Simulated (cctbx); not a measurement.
# Which space group?

Cell: a = 19.4290 Å, b = 6.2500 Å, c = 8.1610 Å, α = 90.00°, β = 109.43°, γ = 90.00°. Expected content of the cell: Tl4 Mn12 F40 Li4.

The data are simulated with cctbx, not measured: synchrotron X-rays, λ = 0.4959 Å, to d = 0.8 Å, 95 % of the full sphere, strongest reflection 40000 counts, noise from counting, a 2 % proportional error and a noise floor of 8 counts (s.d.); no absorption.

Tests on the unmerged data give:

```text
7263 reflections to d = 0.800 A
centring   violations  <I/sigma> of those
    A       1617 of  3611     12.0
    B       1617 of  3618     12.0
    C          0 of  3627      0.0
    I       1619 of  3616     11.9
    R       2182 of  4857     11.9
    F       1617 of  5428      8.0
Laue class    unique    Rint  (classes that these axes allow; Friedel mates merged)
C 1 2/m 1        1055   0.020
space group    extra absences  I>4sigma  <I/sigma>
C 1 2 1                 0          0         -  acentric
C 1 m 1                 0          0         -  acentric
C 1 2/m 1               0          0         -  centric
Wilson B = 1.10 A^2   <|E^2-1|> = 0.709 (0.968 centric, 0.736 acentric)   E^2>4: 0.4 %
shell (A)         n   <I/sigma>
 9.16 - 1.60    145     48.5
 1.60 - 1.27    129     48.7
 1.27 - 1.11    139     43.7
 1.11 - 1.01    123     41.3
 1.01 - 0.94    127     38.6
 0.94 - 0.88    128     35.0
 0.88 - 0.84    129     33.6
 0.84 - 0.80    135     32.7
```

**Question.** What are the lattice type, the Laue class and the likely space group?

The reflections that C centring forbids are absent (⟨I/σ⟩ near 0), so the lattice is C.

Only C 1 2/m 1 fits these axes (Rint 0.020); a search for a hidden higher lattice was not made.

3 settings pass the absence test. No glide or screw absences show, which leaves C 1 2 1, C 1 m 1 and C 1 2/m 1.

⟨|E²−1|⟩ = 0.709 leans to a non-centrosymmetric structure. Here that hint misleads: the statistic assumes many like atoms on general positions, and few, heavy or special-position atoms break it. The Wilson B of 1.10 Å² means U ≈ 0.0139 Å².

The true group is C2/m (no. 12), Laue class 2/m, centrosymmetric. The tables only narrow the choice to the tied entries; cell content, site symmetry and trial solutions must settle it.

This is a model crystal, built by substitution and not relaxed, with assumed displacement parameters.

[Logs are printed without paths, hosts, clocks, repeated set-up lines and the standing remarks that a program may print on its own settings, such as how far it seeks lower states.]
